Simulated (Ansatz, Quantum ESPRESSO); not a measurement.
# TiTe2 (Fm-3m): zone-centre phonons, part 3 of 3

Aim: the zone-centre modes of TiTe2 (Fm-3m).

Quantum ESPRESSO 7.5; DFT LDA, scalar-relativistic, plane waves, GBRV ultrasoft pseudopotentials.

So far, highest optical zone-centre mode (no LO-TO term) (cm⁻¹): step 6 (modes with the sum rule) 139; step 7 (without ASR) 139.

The structure was built from a prototype and need not be the compound's stable phase.

### 9. The same in Ansatz

The same cell goes through another code, with its own cutoff. The potentials differ. Its k mesh is centred on Γ.

This step: DFT LDA, scalar-relativistic, plane waves, PseudoDojo norm-conserving pseudopotentials (Ansatz 0.2.0).

Contents of input.yaml:

```yaml
crystal:
  lattice:
    - [-3.3637897705, 0.0, 3.3637897705]
    - [0.0, 3.3637897705, 3.3637897705]
    - [-3.3637897705, 3.3637897705, 0.0]
  atoms:
    - { symbol: Ti, position: [0.0, 0.0, 0.0] }
    - { symbol: Te, position: [0.75, 0.75, 0.75] }
    - { symbol: Te, position: [0.25, 0.25, 0.25] }
kpoints:
  mp_grid: { grid: [8, 8, 8] }
hamiltonian:
  xc: lda
  pseudopotentials: { kind: nc, accuracy: standard }
scf:
  occupations: { method: cold, width: 0.27211 }
output:
  eigenvalues: true
phonons:
  method: dfpt
```

On the command line:

```sh
> ansatz run input.yaml --threads 4 --pin off --max-ram 8192MiB --backend cpu --events-out ev --progress --plain --runs-dir out
```

Log:

```text
zone centre: on kpoints.mp_grid the ground state, and the responses unless they are solved on pairs of k-points, stand on 59 of the mesh's 512 k-points, reduced under 8 symmetry operations, with k and −k counted as one. Each operation leaves every solved displacement unchanged or reverses it
Engine: ansatz 0.2.0, aarch64-unknown-linux-gnu
Pseudopotentials: kind: nc
Pseudopotential: Ti, nc, valence charge 12, recommended cutoff 1142.878222 eV (normal), Ti.nc.azcp (PseudoDojo's, or run here from an input of PseudoDojo's; its table is named by hamiltonian.pseudopotentials.accuracy)
Pseudopotential: Te, nc, valence charge 16, recommended cutoff 1120 eV (normal), Te.nc.azcp (PseudoDojo's, or run here from an input of PseudoDojo's; its table is named by hamiltonian.pseudopotentials.accuracy)
Functional definition: SPW92
  exchange = slater_x
  correlation = pw_c
Crystal: 3 atoms, lattice volume = 76.123 Å³
Basis set: ecut = 1142.878222 eV, 6615 PW (Γ), exchange–correlation on 108×108×108 points (8 copies of the dense FFT grid, shifted against one another)
Bands: 27, of which v1, the nominal top of the filled ones, is band 22 counted from 1 (21 counted from 0)
Symmetry: 48 space group operations
k-points: 59 of 512 (irreducible under 8 space group operations, time reversal used)
Non-local potential: Ti, projectors of the file, l = 0: 2, l = 1: 2, l = 2: 2
Non-local potential: Te, projectors of the file, l = 0: 3, l = 1: 2, l = 2: 2, l = 3: 2
Initial density: superposition of atomic densities (chi_scale 0.1, normalization cell, long waves kept (reshape's long-wave potential 0.00 eV rms))
Initial wavefunctions: pseudopotential atomic-orbital guess
Functional: x = slater, c = lda
SCF iter   1: F=—  HF=-7308.571527 eV  |F-HF|=—  |Δ(HF+E_count)|=         —  Δρ=1.22e-1  dr2=2.24e1  ethr=3.10e-3  ⟨swp⟩=5.2  Hψ=6032  notcnv=0
preconditioner: auto → LDOS  [metal: Δε(μ)=0.008 eV  Ē_g=5.761 eV  σ=0.272 eV  W_gap=0.02  n_scr=14 (ndim 8)  ℏωp=17.0 eV  f_vac=0.017  D(μ)=7.49/eV (n_scr^D=112)  β→1.0]
SCF iter   2: F=—  HF=-7306.359816 eV  |F-HF|=—  |Δ(HF+E_count)|=    2.21e0  S|Δr|=    0.00e0  Δρ=3.08e-2  dr2=1.74e-1  ethr=3.10e-3  ⟨swp⟩=3.0  Hψ=2982  notcnv=0  defer=2
SCF iter   3: F=—  HF=-7306.355614 eV  |F-HF|=—  |Δ(HF+E_count)|=   4.20e-3  S|Δr|=    0.00e0  Δρ=7.94e-3  dr2=5.08e-2  ethr=3.96e-4  ⟨swp⟩=1.4  Hψ=2063  notcnv=0
SCF iter   4: F=—  HF=-7306.351710 eV  |F-HF|=—  |Δ(HF+E_count)|=   3.90e-3  S|Δr|=    0.00e0  Δρ=3.75e-3  dr2=1.15e-2  ethr=1.16e-4  ⟨swp⟩=1.2  Hψ=1607  notcnv=0
SCF iter   5: F=—  HF=-7306.350569 eV  |F-HF|=—  |Δ(HF+E_count)|=   1.14e-3  S|Δr|=    0.00e0  Δρ=1.13e-3  dr2=1.11e-3  ethr=2.62e-5  ⟨swp⟩=1.4  Hψ=1620  notcnv=0
SCF iter   6: F=—  HF=-7306.350469 eV  |F-HF|=—  |Δ(HF+E_count)|=   1.01e-4  S|Δr|=    0.00e0  Δρ=1.41e-4  dr2=9.52e-6  ethr=2.53e-6  ⟨swp⟩=2.0  Hψ=2505  notcnv=0
SCF iter   7: F=—  HF=-7306.350456 eV  |F-HF|=—  |Δ(HF+E_count)|=   1.26e-5  S|Δr|=    0.00e0  Δρ=4.66e-5  dr2=1.37e-6  ethr=2.16e-8  ⟨swp⟩=2.1  Hψ=2960  notcnv=0
SCF iter   8: F=—  HF=-7306.350366 eV  |F-HF|=—  |Δ(HF+E_count)|=   9.02e-5  S|Δr|=    0.00e0  Δρ=2.89e-6  dr2=6.89e-9  ethr=3.10e-9  ⟨swp⟩=2.0  Hψ=2908  notcnv=0
SCF iter   9: F=—  HF=-7306.350366 eV  |F-HF|=—  |Δ(HF+E_count)|=  8.27e-10  S|Δr|=    0.00e0  Δρ=5.11e-7  dr2=1.73e-10  ethr=1.57e-11  ⟨swp⟩=2.8  Hψ=2897  notcnv=0
SCF iter  10: F=-7306.350366 eV  HF=-7306.350366 eV  |F-HF|=9.09e-13  |Δ(HF+E_count)|=  2.46e-11  S|Δr|=    0.00e0  Δρ=4.93e-8  dr2=1.79e-12  ethr=1.00e-12  ⟨swp⟩=6.4  Hψ=8239  notcnv=0
SCF 1 converged in 10 iterations: F = -7306.350366 eV  dr2 = 1.79e-12
DFPT response loops at Γ: preconditioner auto → Kerker (q_TF=auto, 2.490 Å⁻¹) (partly filled bands, converged f_vac=0.040); β = 1.00, the filter's whole step (`scf.mixing.beta` (0.50) is not read by the response loops under this deck's `scf.mixing.preconditioner`; to damp them name `kerker` or `kerker_dos`, under which they read `scf.mixing.beta`, and type it under 1.00, their step now; both keys bind the ground state too); Broyden in place of MSR1
SCF converged after 10 iterations
Stability not checked: this state was not tested for a lower state beside it, because cold or Methfessel-Paxton smearing, or corrected tetrahedra, fill the levels in a way that the test cannot read (fill_not_monotonic; see scf.lower_state_search)
Free energy (F): -7306.350366 eV
Harris-Foulkes:  -7306.350366 eV  (|F-HF|=9.09e-13)
Internal energy: -7306.287049 eV  (E = F + TS)
E sigma→0 (E₀):  -7306.329260 eV
Entropy (-TS):   -0.063316 eV (-21.105 meV/atom)
Fermi energy:    11.663412 eV
Step filling:    the computed levels leave a gap of 0.0000 eV = 0.0 smearing widths at the electron count; against every level under it full and every level over it empty, smearing changes F+E_penalty+E_count by -38.339 meV and its σ→0 estimate by -17.234 meV
--- Per-component energies (eV) ---
  E_band       = -622.662043
  E_kinetic    = 3735.066176
  E_local      = -5187.401877  (includes V_loc(G=0)·N_el)
  E_nonlocal   = -1564.531906
  E_hartree    = 1739.187165
  E_xc         = -1553.586195
  E_vxc        = -1084.168712  (∫ρ·V_xc dr)
  E_ewald      = -4475.020413
  E_smearing   = -0.063316  (= −TS)
  E_closure    = -0.000000  (closes the sum)
  Σ components = -7306.350366   (vs F -7306.350366, Δ=0.00e0)
--- Band table (eV; the first three rows and the last of 59) ---
  k-point 0: bands = [... 18 lower, 7.2280, 11.5135, 11.5135, 11.5677, 11.5677, 11.5677, 14.1378, 14.1378, ... 1 higher]
  k-point 1: bands = [... 18 lower, 7.5321, 10.7504, 10.7504, 10.9566, 12.0627, 12.0627, 13.4235, 13.9286, ... 1 higher]
  k-point 2: bands = [... 18 lower, 8.1485, 9.9148, 9.9636, 9.9636, 12.0628, 12.0628, 12.8690, 13.9470, ... 1 higher]
  k-point 58: bands = [... 18 lower, 6.8940, 10.5506, 10.5506, 11.1657, 11.9656, 12.8438, 13.7634, 14.7431, ... 1 higher]
--- Phonons (Γ-DFPT): 2 representative perturbations + reference, on 59 of 512 k-points (Σ response iterations 8) ---
  k mesh reduced under 8 symmetry operations, with k and −k counted as one. Each operation leaves every solved displacement unchanged or reverses it
  ASR residual: 2.498e-4 → 0.000e0 eV/Å²; symmetrization residual: 2.348e-6 eV/Å²
  ASR residual per site (eV/Å²): 2.50e-4 3.30e-6 3.30e-6
  Γ frequencies (cm⁻¹): 0.00 0.00 0.00 115.09 115.09 115.09 133.79 133.79 133.79
  non-analytic LO–TO correction: not included (Born effective charges unavailable; polar crystals: no LO–TO splitting at Γ)
```

Run time: 45 s. Hardware: 4 threads of Arm Neoverse V2, shared host; peak memory 1.8 GiB.

Read from the output:

| Property | Result |
| --- | --- |
| sum-rule residual before enforcement | 2.50e-4 eV/Å² |
| highest optical zone-centre mode (no LO-TO term) | 133.8 cm⁻¹ |
| lowest optical zone-centre mode | 115.1 cm⁻¹ |

### 10. Side by side: QE GBRV and Ansatz, PseudoDojo

Numbers from this step:

```yaml
root_mean_square_difference: 3.92 cm⁻¹
largest_difference: 5.5 cm⁻¹
```

Optical modes, paired by symmetry label. Frequencies side by side, by row:

```
q (reciprocal lattice)  mode  QE GBRV (cm⁻¹)  Ansatz, PseudoDojo (cm⁻¹)
                 0 0 0     4           115.8                      115.1
                 0 0 0     5           115.8                      115.1
                 0 0 0     6           115.8                      115.1
                 0 0 0     7           139.3                      133.8
                 0 0 0     8           139.3                      133.8
                 0 0 0     9           139.3                      133.8
```

At the zone centre the largest difference (acoustic modes at Γ apart) is 4 % of the highest mode.

### 11. Outcome

```
space group after relaxation                                           : Fm-3m
volume per atom                                                        : 25.4 Å³
highest optical zone-centre mode (no LO-TO term)                       : 139.3 cm⁻¹
lowest optical zone-centre mode                                        : 115.8 cm⁻¹
imaginary optical modes at the zone centre (no q mesh in this session) : none
largest difference from Ansatz, PseudoDojo                             : 5.5 cm⁻¹
```

What this shows: At the LDA level the optical modes of TiTe2 (Fm-3m) at the zone centre run from 116 to 139 cm⁻¹. Of the 6 optical modes, 3 are Raman active alone and 3 are infrared active alone; inversion symmetry keeps the two sets apart. QE GBRV and Ansatz, PseudoDojo differ by 3.9 cm⁻¹ in the root mean square and by 5.5 cm⁻¹ at most, 3.9 % of the highest mode compared (acoustic modes at Γ left out); the two use different potentials, and the cell was not relaxed for the second set. These are harmonic frequencies at zero temperature: anharmonic shifts and linewidths and thermal expansion are left out. Spin-orbit coupling is left out, which can matter for the heavy elements here. In a metal the frequencies hang on the k mesh and the smearing, most of all near Kohn anomalies. The LDA runs differ in the fit of the correlation energy, Perdew-Zunger in some and Perdew-Wang in others. The structure is a hypothetical one, built on a prototype.

[Host names and launcher messages were left out of these logs when they were recorded.]

[Logs are printed without paths, hosts, clocks, repeated set-up lines and the standing remarks that a program may print on its own settings, such as how far it seeks lower states.]

[Hosts, paths, dates, database ids (printed as entryN), source tags and the programs' standing remarks are cut or masked in the printed files.]
